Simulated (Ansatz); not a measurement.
**Quasiparticle gap of P2Ir (P2_1/c)**

How far does one-shot GW move the LDA gap of P2Ir (P2_1/c)?

Program: Ansatz 0.2.0. Level of theory: LDA, then G0W0 on it, plane waves, PAW. Results are calculated unless marked as measured.

## (1) The starting structure

Symmetry: P2_1/c, No. 14, monoclinic system. Conventional cell: a = 5.772 Å, b = 5.807 Å, c = 5.872 Å, α = 90.00°, β = 111.25°, γ = 90.00°. Nearest to P lie 1 P at 2.22 Å and 3 Ir at 2.41 to 2.42 Å. Nearest to P lie 1 P at 2.22 Å and 3 Ir at 2.33 to 2.35 Å. Ir has 6 P at 2.33 to 2.42 Å nearest. Farther neighbours are not listed.

The cell and positions are those that the Materials Project relaxed with its own functionals (PBE, PBE+U or r2SCAN), kept fixed. At the settings of the band run the largest force is still 0.26 eV/Å. Spin-orbit coupling is left out unless a step names it. The default PAW set here is soft_2. Its files were made with PBE.

## (2) The LDA band structure

Levels along a band path and on the mesh show where this functional puts the band edges.

This step: DFT, LDA, plane waves, PAW.

File input.yaml:

```yaml
crystal:
  lattice:
    - [5.7723350975, 0.0, 0.0]
    - [0.0, 5.80673151, 0.0]
    - [-2.1284997265, 0.0, 5.4731408836]
  atoms:
    - { symbol: P, position: [0.1580067, 0.88188186, 0.87028772] }
    - { symbol: P, position: [0.8419933, 0.38188186, 0.62971228] }
    - { symbol: P, position: [0.8419933, 0.11811814, 0.12971228] }
    - { symbol: P, position: [0.1580067, 0.61811814, 0.37028772] }
    - { symbol: P, position: [0.33432299, 0.37720527, 0.18854639] }
    - { symbol: P, position: [0.66567701, 0.87720527, 0.31145361] }
    - { symbol: P, position: [0.66567701, 0.62279473, 0.81145361] }
    - { symbol: P, position: [0.33432299, 0.12279473, 0.68854639] }
    - { symbol: Ir, position: [0.27186641, 0.49883041, 0.79157869] }
    - { symbol: Ir, position: [0.72813359, 0.99883041, 0.70842131] }
    - { symbol: Ir, position: [0.72813359, 0.50116959, 0.20842131] }
    - { symbol: Ir, position: [0.27186641, 0.00116959, 0.29157869] }
kpoints:
  mp_grid: { grid: [4, 4, 4] }
  band_path:
    path:
      - [0.0, 0.0, 0.0]
      - [0.0, 0.5, 0.0]
      - [0.0, 0.5, 0.5]
      - [0.0, 0.0, 0.5]
      - [0.0, 0.0, 0.0]
      - [-0.5, 0.0, 0.5]
      - [-0.5, 0.5, 0.5]
      - [0.0, 0.5, 0.0]
      - [-0.5, 0.5, 0.0]
      - [-0.5, 0.0, 0.0]
      - [0.0, 0.0, 0.0]
    npoints: 10
hamiltonian:
  xc: lda
scf:
  occupations: { method: fermi_dirac, width: 0.02 }
  n_extra_bands: 8
output:
  eigenvalues: true
  forces: true
  stress: true
```

Launch:

```
ansatz run input.yaml --threads 24 --pin off --max-ram 82944MiB --backend cuda --events-out ev --progress --plain --runs-dir out --devices 1 --max-vram 78GiB
```

Numbers of over 12 decimals in the logs are rounded to 6 here.

What it wrote:

```text
scf.n_extra_bands = 8 over 54 filled bands (N_el = 108.0): the run solves 62 bands
GPUs: using 1 of 1 available (devices: 1).
Engine: ansatz 0.2.0, aarch64-unknown-linux-gnu
Pseudopotentials: kind: paw
Pseudopotential: P, paw, valence charge 5, recommended cutoff 420 eV (normal), P.paw.azcp
Pseudopotential: Ir, paw, valence charge 17, recommended cutoff 420 eV (normal), Ir.paw.azcp
Functional definition: SPW92
  exchange = slater_x
  correlation = pw_c
device memory: the entry about to start is reckoned to put 4.0 GiB on a device that reports 111.4 GiB free (of which the cap on the GPU budget leaves the run 78.0 GiB)
GPU FFT provider: cuFFT
GPU libraries: cuBLAS 13.8.1, cuFFT 12.4.0, cuSOLVER 12.3.2
GPU matrix products: emulated (plane waves: as basis.precision tells), large ones in fixed point in workspaces of 1.00 GiB
Crystal: 12 atoms, lattice volume = 183.451 Å³
Basis set: ecut = 420 eV, 3599 PW (Γ)
Bands: 62, of which v1, the nominal top of the filled ones, is band 54 counted from 1 (53 counted from 0)
Symmetry: 4 space group operations
Space group: P21/c (ITA 14), of the structure as read, at distance tolerance 5.7e-5 Å
k-points: 30 of 64
Non-local potential: P, projectors of the file, l = 0: 2, l = 1: 2, l = 2: 2
Non-local potential: Ir, projectors of the file, l = 0: 3, l = 1: 2, l = 2: 2, l = 3: 1
PAW form: soft (Blöchl's): semilocal exchange-correlation on the pseudo side does not see the compensation charge
PAW frozen core: P, regenerated for the run's functional, and the local potential with it (the file was generated under x = pbe(κ = 0.804, μ = 0.219515), c = pbe(β = 0.066725))
PAW frozen core: Ir, regenerated for the run's functional, and the local potential with it (the file was generated under x = pbe(κ = 0.804, μ = 0.219515), c = pbe(β = 0.066725))
PAW one-centre angular grid: P, 110 points (default); XC on 64 Gauss nodes
PAW one-centre angular grid: Ir, 590 points (default); XC on 64 Gauss nodes
Initial density: superposition of atomic densities (neutral atoms: chi_scale 0, normalization atom), corrected by the library's trained network
Initial wavefunctions: pseudopotential atomic-orbital guess
GPU buffer pool allocated for 64000 grid points (all kernels)
GPU transforms: local potential and band sums: pruned to the plane-wave sphere, on 40×40×40
Functional: x = slater, c = lda
SCF iter   1: F=—  HF=-52471.018320 eV  |F-HF|=—  |Δ(HF+E_count)|=         —  Δρ=6.84e-3  dr2=5.32e-2  ethr=1.77e-3  ⟨swp⟩=7.5  Hψ=7889  notcnv=0
preconditioner: auto → Resta (q_TF=auto, 2.498 Å⁻¹)  ε∞=10.6  [insulator: Δε(μ)=0.625 eV  Ē_g=7.704 eV  σ=0.020 eV  W_gap=1.00  n_scr=52 (ndim 8)  ℏωp=23.9 eV  f_vac=0.000  D(μ)=0.00/eV (n_scr^D=0)  ε∞_Penn≈10.6]
SCF iter   2: F=—  HF=-52471.008487 eV  |F-HF|=—  |Δ(HF+E_count)|=   9.83e-3  Δρ=3.80e-3  dr2=1.55e-2  ethr=4.93e-5  ⟨swp⟩=2.6  Hψ=2973  notcnv=0  defer=60
SCF iter   3: F=—  HF=-52471.005248 eV  |F-HF|=—  |Δ(HF+E_count)|=   3.24e-3  Δρ=4.14e-4  dr2=3.49e-4  ethr=1.43e-5  ⟨swp⟩=2.1  Hψ=3031  notcnv=0  defer=60
SCF iter   4: F=—  HF=-52471.004743 eV  |F-HF|=—  |Δ(HF+E_count)|=   5.05e-4  Δρ=1.28e-4  dr2=2.12e-5  ethr=3.23e-7  ⟨swp⟩=2.0  Hψ=2730  notcnv=0  defer=60
SCF iter   5: F=—  HF=-52471.004919 eV  |F-HF|=—  |Δ(HF+E_count)|=   1.77e-4  Δρ=2.15e-5  dr2=7.60e-7  ethr=1.96e-8  ⟨swp⟩=2.5  Hψ=2962  notcnv=0  defer=60
SCF iter   6: F=-52471.004919 eV  HF=-52471.004919 eV  |F-HF|=1.81e-8  |Δ(HF+E_count)|=   3.95e-8  Δρ=5.21e-6  dr2=5.96e-8  ethr=9.26e-11  ⟨swp⟩=10.6  Hψ=7723  notcnv=0
SCF 1 converged in 6 iterations: F = -52471.004919 eV  dr2 = 5.96e-8
  greatest PAW one-centre occupation: 1.000 electrons in one spin orbital (limit 2), on the Ir atom at site 11 (counted from 0), in its partial waves of l = 0
concurrent solve slots: 21 of 24 are kept, ahead of what memory takes: no pass of the eigensolver takes more rounds on 21
device memory: the entry about to start is reckoned to put 12.1 GiB on a device that reports 111.4 GiB free (of which the cap on the GPU budget leaves the run 78.0 GiB)
NSCF: frozen V_eff on 101 k-points
SCF converged after 6 iterations
Free energy (F): -52471.004919 eV
Harris-Foulkes:  -52471.004919 eV  (|F-HF|=1.81e-8)
Internal energy: -52471.004919 eV  (E = F + TS)
E sigma→0 (E₀):  -52471.004919 eV
Fermi energy:    14.083144 eV
--- Per-component energies (eV) ---
  E_band       = -822.399189
  E_kinetic    = 3074.107925
  E_local      = -8179.793421  (includes V_loc(G=0)·N_el)
  E_nonlocal   = 591.715185
  E_hartree    = 3205.438081
  E_xc         = -1565.589556
  E_vxc        = -1700.397711  (∫ρ·V_xc dr)
  E_paw        = -40132.715833  (= ΣΔE_a)
  E_vpaw       = -1018.918922  (= ΣTr[D̂ρ^β])
  E_aug_tail   = 0.000227  (compensation charges beyond the density's cutoff)
  E_ewald      = -9466.752748
  E_core_change = 2.585221  (= ΣΔE_core)
  E_smearing   = -0.000000  (= −TS)
  E_closure    = -0.000000  (closes the sum)
  Σ components = -52471.004919   (vs F -52471.004919, Δ=0.00e0)
--- Forces (eV/Å), atoms counted from 1 ---
  atom   1  P     -0.15975170    -0.16662963     0.10208580
  atom   2  P      0.15975170    -0.16662963    -0.10208580
  atom   3  P      0.15975170     0.16662963    -0.10208580
  atom   4  P     -0.15975170     0.16662963     0.10208580
  atom   5  P      0.14839672    -0.18538043    -0.09339278
  atom   6  P     -0.14839672    -0.18538043     0.09339278
  atom   7  P     -0.14839672     0.18538043     0.09339278
  atom   8  P      0.14839672     0.18538043    -0.09339278
  atom   9  Ir     0.05530496     0.02427043     0.04494058
  atom  10  Ir    -0.05530496     0.02427043    -0.04494058
  atom  11  Ir    -0.05530496    -0.02427043    -0.04494058
  atom  12  Ir     0.05530496    -0.02427043     0.04494058
  max |Σ_I F_I| component: 6.25e-17 eV/Å
--- Stress (GPa, compression-positive) ---
       -6.077711       0.000000      -0.507685
        0.000000      -6.045819       0.000000
       -0.507685       0.000000      -6.210054
  P = ⅓ Tr σ = -6.1112 GPa (-61.112 kbar)
--- Band table (eV; the first three rows and the last of 30) ---
  k-point 0: bands = [... 50 lower, 11.7532, 12.1566, 12.3436, 12.4760, 14.3842, 15.1850, 16.1156, 16.5011, ... 4 higher]
  k-point 1: bands = [... 50 lower, 11.9313, 12.0072, 12.5784, 12.9211, 14.6599, 15.1509, 16.1093, 16.2192, ... 4 higher]
  k-point 2: bands = [... 50 lower, 11.9370, 11.9370, 13.3082, 13.3082, 15.1219, 15.1219, 15.8258, 15.8258, ... 4 higher]
  k-point 29: bands = [... 50 lower, 12.9944, 12.9944, 13.7679, 13.7679, 15.3879, 15.3879, 16.1485, 16.1485, ... 4 higher]
```

Wall time 1.9 s (1 × NVIDIA GB200 (shared by 2 runs) with 24 threads of Arm Neoverse V2, shared host); peak memory 1.1 GiB.

The column dr2 measures how far the density is from self-consistency, as an energy; F and HF (Harris–Foulkes) agree once it is small.

This step gave:

```yaml
pressure: -6.111 GPa
filled_bands: 54
gap: 0.6163 eV
valence_top_at: E
conduction_bottom_at: Γ
least_direct_gap: 1.526 eV
```

Over mesh and path the gap is 0.616 eV, from k = (-0.500, 0.500, 0.500) to k = Γ. The least direct gap found is 1.526 eV, at k = (0.000, 0.500, 0.500). The pressure in this cell is -6 GPa; the cell is kept.

The electronic bands at the labelled points (eV, zero at the top of the highest nominally filled band):

| point | band 51 | band 52 | band 53 | band 54 | band 55 | band 56 | band 57 | band 58 |
| --- | --- | --- | --- | --- | --- | --- | --- | --- |
| Γ | -2.01 | -1.61 | -1.42 | -1.29 | 0.62 | 1.42 | 2.35 | 2.73 |
| halfway | -1.45 | -1.30 | -1.16 | -0.94 | 0.81 | 1.50 | 2.39 | 2.67 |
| Z | -1.09 | -1.09 | -0.55 | -0.55 | 1.28 | 1.28 | 2.59 | 2.59 |
| halfway | -1.22 | -1.22 | -0.52 | -0.52 | 1.23 | 1.23 | 2.74 | 2.74 |
| D | -1.19 | -1.19 | -0.12 | -0.12 | 1.41 | 1.41 | 2.09 | 2.09 |
| halfway | -1.19 | -1.19 | -0.64 | -0.64 | 1.36 | 1.36 | 1.92 | 1.92 |
| B | -1.83 | -1.83 | -0.46 | -0.46 | 1.35 | 1.35 | 2.06 | 2.06 |
| halfway | -1.84 | -1.76 | -1.19 | -0.85 | 0.89 | 1.38 | 2.34 | 2.45 |
| Γ | -2.01 | -1.61 | -1.42 | -1.29 | 0.62 | 1.42 | 2.35 | 2.73 |
| halfway | -1.62 | -1.38 | -1.16 | -0.83 | 1.02 | 2.01 | 2.36 | 2.48 |
| A | -0.86 | -0.86 | -0.74 | -0.74 | 2.35 | 2.35 | 2.41 | 2.41 |
| halfway | -1.17 | -1.17 | -0.59 | -0.59 | 2.02 | 2.02 | 2.35 | 2.35 |
| E | -0.77 | -0.77 | 0.00 | 0.00 | 1.62 | 1.62 | 2.38 | 2.38 |
| halfway | -1.06 | -1.06 | -0.80 | -0.80 | 1.66 | 1.66 | 2.56 | 2.56 |
| Z | -1.09 | -1.09 | -0.55 | -0.55 | 1.28 | 1.28 | 2.59 | 2.59 |
| halfway | -1.01 | -1.01 | -0.81 | -0.81 | 1.34 | 1.34 | 2.73 | 2.73 |
| C2 | -0.97 | -0.97 | -0.22 | -0.22 | 1.63 | 1.63 | 1.86 | 1.86 |
| halfway | -1.27 | -1.06 | -0.56 | -0.21 | 1.46 | 1.73 | 2.00 | 2.05 |
| Y2 | -1.62 | -1.55 | -0.30 | -0.07 | 1.47 | 1.77 | 2.10 | 2.26 |
| halfway | -1.71 | -1.63 | -1.13 | -0.88 | 1.08 | 1.61 | 2.27 | 2.66 |
| Γ | -2.01 | -1.61 | -1.42 | -1.29 | 0.62 | 1.42 | 2.35 | 2.73 |

## (3) One-shot GW

G0W0 replaces the xc potential by a self-energy built once from the orbitals of the start. Levels are corrected in the window of bands that the input names, at points of the mesh.

This step: G0W0 on LDA, plane waves, PAW.

input.yaml, the sections that differ from step 2:

```yaml
kpoints:
  mp_grid: { grid: [4, 2, 4] }
scf:
  occupations: { method: fixed }
gw:
  n_empty_bands: 843
  ecut_chi: 160.0
  qp_bands: [v4, c4]
  qp_kpoints: band_edges
  screening: { model: contour_deformation }
# crystal, hamiltonian: as in step 2
# output: removed
```

What it wrote:

```text
GPUs: using 1 of 1 available (devices: 1).
[...]
Crystal: 12 atoms, lattice volume = 183.451 Å³
Basis set: ecut = 420 eV, 3599 PW (Γ)
Bands: 66, of which v1, the nominal top of the filled ones, is band 54 counted from 1 (53 counted from 0)
Symmetry: 4 space group operations
[...]
k-points: 20 of 32
[...]
SCF iter   1: F=—  HF=-52470.939616 eV  |F-HF|=—  |Δ(HF+E_count)|=         —  Δρ=6.87e-3  dr2=5.31e-2  ethr=1.77e-3  ⟨swp⟩=5.0  Hψ=4633  notcnv=0  defer=195
[...]
SCF iter   7: F=-52470.924009 eV  HF=-52470.924009 eV  |F-HF|=6.21e-9  |Δ(HF+E_count)|=   2.05e-8  Δρ=3.04e-6  dr2=1.97e-8  ethr=9.26e-11  ⟨swp⟩=12.1  Hψ=5595  notcnv=0
SCF 1 converged in 7 iterations: F = -52470.924009 eV  dr2 = 1.97e-8
[...]
NSCF: frozen V_eff on 20 k-points
the band table was solved once the SCF had ended and its energy, with any forces and stress, was formed, with the checks that follow a solve (5140 applications of the Hamiltonian). They found nothing against the state; the energy, forces and stress were not computed again (output.eigenvalues in the input reference)
[...]
G₀W₀ screening: q 1/20
[... further progress lines ...]
[...]
SCF converged after 7 iterations
Free energy (F): -52470.924009 eV
[...]
Internal energy: -52470.924009 eV  (E = F + TS)
E sigma→0 (E₀):  -52470.924009 eV
Fermi energy:    13.767467 eV
[...]
9    58     16.2432   -15.8729    -4.0497   -20.3353  0.7682    16.6580    16.6558  root
    12    51     13.1733   -20.0016     1.6024   -18.2425  0.7702    13.0164    13.0167  root
    12    52     13.1733   -20.0016     1.6024   -18.2425  0.7702    13.0164    13.0167  root
    12    53     13.5655   -19.0569     1.2012   -17.7000  0.7770    13.4097    13.4100  root
    12    54     13.5655   -19.0569     1.2012   -17.7000  0.7770    13.4097    13.4100  root
    12    55     15.2709   -15.9529    -3.4850   -19.7657  0.7672    15.6002    15.5988  root
    12    56     15.2709   -15.9529    -3.4850   -19.7657  0.7672    15.6002    15.5988  root
    12    57     15.6483   -17.3103    -3.7831   -21.5378  0.7665    16.0953    16.0927  root
    12    58     15.6483   -17.3103    -3.7831   -21.5378  0.7665    16.0953    16.0927  root
    14    51     12.1340   -23.8220     2.7062   -21.0417  0.7507    12.0598    12.0599  root
    14    52     12.2082   -19.1046     1.9091   -17.0141  0.7595    12.0263    12.0268  root
    14    53     13.4672   -20.1510     1.3400   -18.6977  0.7748    13.3538    13.3540  root
    14    54     13.6926   -19.9259     1.3482   -18.4579  0.7759    13.5726    13.5728  root
    14    55     15.2305   -18.7586    -3.1613   -22.2986  0.7602    15.6113    15.6093  root
    14    56     15.5340   -15.5471    -3.9170   -19.8628  0.7706    15.9346    15.9326  root
    14    57     15.8620   -13.9938    -4.0795   -18.4104  0.7686    16.2007    16.1992  root
    14    58     16.0218   -16.5901    -3.7445   -20.6916  0.7561    16.3805    16.3787  root
    15    51     12.5020   -22.1095     2.1949   -19.8047  0.7602    12.3919    12.3921  root
    15    52     13.0247   -17.3158     1.1390   -15.9543  0.7740    12.8018    12.8022  root
    15    53     13.0700   -20.4139     1.5413   -18.7576  0.7704    12.9548    12.9550  root
    15    54     13.3479   -21.3566     1.6596   -19.6103  0.7696    13.2611    13.2612  root
    15    55     15.2071   -17.0030    -3.4357   -20.8134  0.7660    15.5837    15.5818  root
    15    56     15.4480   -14.6629    -3.9184   -18.9558  0.7744    15.8241    15.8224  root
    15    57     16.1740   -13.9545    -4.1642   -18.4484  0.7638    16.5055    16.5038  root
    15    58     16.2946   -15.3339    -4.0276   -19.6991  0.7535    16.6341    16.6322  root
    16    51     12.9076   -18.8151     1.4910   -17.1529  0.7719    12.7361    12.7365  root
    16    52     12.9076   -18.8151     1.4910   -17.1529  0.7719    12.7361    12.7365  root
    16    53     13.0266   -19.3164     1.3289   -17.8343  0.7700    12.8730    12.8734  root
    16    54     13.0266   -19.3164     1.3289   -17.8343  0.7700    12.8730    12.8734  root
    16    55     16.1170   -14.8442    -4.0160   -19.2113  0.7614    16.4700    16.4680  root
    16    56     16.1170   -14.8442    -4.0160   -19.2113  0.7614    16.4700    16.4680  root
    16    57     16.1700   -14.0307    -4.1328   -18.5160  0.7692    16.5243    16.5225  root
    16    58     16.1700   -14.0307    -4.1328   -18.5160  0.7692    16.5243    16.5225  root
    17    51     12.7957   -22.0531     2.2141   -19.7144  0.7588    12.6708    12.6711  root
    17    52     12.7957   -22.0531     2.2141   -19.7144  0.7588    12.6708    12.6711  root
    17    53     13.5514   -18.0763     1.1931   -16.6830  0.7801    13.3508    13.3512  root
    17    54     13.5514   -18.0763     1.1931   -16.6830  0.7801    13.3508    13.3512  root
    17    55     15.3963   -17.3790    -3.6485   -21.4542  0.7663    15.8254    15.8229  root
    17    56     15.3963   -17.3790    -3.6485   -21.4542  0.7663    15.8254    15.8229  root
    17    57     15.6211   -16.6270    -3.6273   -20.6190  0.7641    15.9881    15.9859  root
[...]
18    55     15.3552   -16.9307    -3.7286   -21.0880  0.7698    15.7863    15.7839  root
    18    56     15.3552   -16.9307    -3.7286   -21.0880  0.7698    15.7863    15.7839  root
    18    57     15.7980   -16.3155    -3.7066   -20.3781  0.7610    16.1559    16.1540  root
    18    58     15.7980   -16.3155    -3.7066   -20.3781  0.7610    16.1559    16.1540  root
    19    51     12.9935   -18.6051     1.5599   -16.8338  0.7706    12.7816    12.7822  root
    19    52     12.9935   -18.6051     1.5599   -16.8338  0.7706    12.7816    12.7822  root
    19    53     13.7675   -17.0863     0.7403   -16.1549  0.7823    13.5761    13.5764  root
    19    54     13.7675   -17.0863     0.7403   -16.1549  0.7823    13.5761    13.5764  root
    19    55     15.3787   -18.4357    -3.6058   -22.5189  0.7710    15.8586    15.8562  root
    19    56     15.3787   -18.4357    -3.6058   -22.5189  0.7710    15.8586    15.8562  root
    19    57     16.1470   -14.1272    -4.0522   -18.4672  0.7551    16.4365    16.4348  root
    19    58     16.1470   -14.1272    -4.0522   -18.4672  0.7551    16.4365    16.4348  root
```

It took 42 s on 1 × NVIDIA GB200 (shared by 2 runs) with 24 threads; peak memory 4.7 GiB.

This step gave:

- bands summed: 897
- RPA ε∞ on this mesh (eigenvalues): 15.78, 17.46, 18.80
- plane waves in the screening matrix: 843
- q-points in the mesh: 32
- G0W0 gap over the corrected points: 1.152 eV
- k of the valence top: -0.5, -0.5, -0.5
- k of the conduction bottom: 0, 0, 0
- starting gap on the mesh: 0.6132 eV
- Z at the valence top: 0.7823
- Z at the conduction bottom: 0.7651
- least direct G0W0 gap over the corrected points: 2.017 eV

Over 16 of 20 irreducible mesh points the G0W0 gap is 1.152 eV, from k = (-0.500, -0.500, -0.500) to k = Γ. The LDA gap of this run on the mesh is 0.613 eV. The two states that bound the G0W0 gap lie that far apart at the start, so the correction of the gap is 1.152 − 0.613 = +0.539 eV. The start of this run differs from the step before in mesh (4×4×4 and 4×2×4).

Labels follow the order of the start: v1 is the top filled band, c1 the lowest empty one; levels that stay degenerate share a row, the window can cut a multiplet, doubted levels are not marked in this list, bands outside the window were not corrected, and the list may be a part of the corrected levels. Levels before and after the correction, in eV, zero at the valence-band top of each column:

|  | conduction bottom | valence top |
| --- | --- | --- |
| Kohn-Sham | 0.61 | 0.00 |
| G0W0 | 1.15 | 0.00 |

|  | level | occupation | energy (eV) |
| --- | --- | --- | --- |
| Kohn-Sham | Γ v3 | 2 | -1.623 |
| Kohn-Sham | Γ v2 | 2 | -1.439 |
| Kohn-Sham | Γ v1 | 2 | -1.295 |
| Kohn-Sham | Γ c1 | 0 | 0.613 |
| Kohn-Sham | Γ c2 | 0 | 1.415 |
| Kohn-Sham | Γ c3 | 0 | 2.348 |
| Kohn-Sham | (-0.5 -0.5 -0.5) v3 | 2 | -0.774 |
| Kohn-Sham | (-0.5 -0.5 -0.5) v2-v1 | 2 | 0.000 |
| Kohn-Sham | (-0.5 -0.5 -0.5) c1-c2 | 0 | 1.611 |
| Kohn-Sham | (-0.5 -0.5 -0.5) c3 | 0 | 2.380 |
| G0W0 | Γ v3 | 2 | -1.444 |
| G0W0 | Γ v2 | 2 | -1.248 |
| G0W0 | Γ v1 | 2 | -1.098 |
| G0W0 | Γ c1 | 0 | 1.152 |
| G0W0 | Γ c2 | 0 | 1.850 |
| G0W0 | Γ c3 | 0 | 2.905 |
| G0W0 | (-0.5 -0.5 -0.5) v3 | 2 | -0.794 |
| G0W0 | (-0.5 -0.5 -0.5) v2-v1 | 2 | 0.000 |
| G0W0 | (-0.5 -0.5 -0.5) c1-c2 | 0 | 2.280 |
| G0W0 | (-0.5 -0.5 -0.5) c3 | 0 | 2.858 |

The parts of the quasiparticle energy for the two states that bound the G0W0 gap, in eV on the run's own scale (QP = start + Σx + Σc − Vxc, with Σc at the quasiparticle energy):

| edge | k | band | start | Σx | Σc | Vxc | Z | QP |
| --- | --- | --- | --- | --- | --- | --- | --- | --- |
| valence top | (-0.500, -0.500, -0.500) | 53 | 13.768 | −17.086 | 0.740 | −16.155 | 0.782 | 13.576 |
| conduction bottom | Γ | 55 | 14.381 | −17.668 | −2.923 | −20.940 | 0.765 | 14.729 |

[end of part 1 of 2]

[Paths, hosts, dates, memory and timing lines, banners, echoed tables and standing remarks are left out of the program output.]

[Logs are printed without paths, hosts, clocks, repeated set-up lines and the standing remarks that a program may print on its own settings, such as how far it seeks lower states.]

[Runs of the session that timed out or met a known fault of the program may be left out.]

[Cells called generated may have been cut or substituted from an entry of the Crystallography Open Database or the Materials Project.]

[Hosts, paths, dates, database ids (printed as entryN), source tags and the programs' standing remarks are cut or masked in the printed files.]

[Where an RPA ε∞ is given, it is that of the G0W0 mesh and is not shown converged in it. Names of k-points follow the symmetry that the program found, which can be lower than the space group named. Band edges on a path are those of the sampled points; other points can move an edge, and change direct to indirect where valleys lie close.]

[Hybrid gaps are those of their k-mesh and are not shown converged in it.]
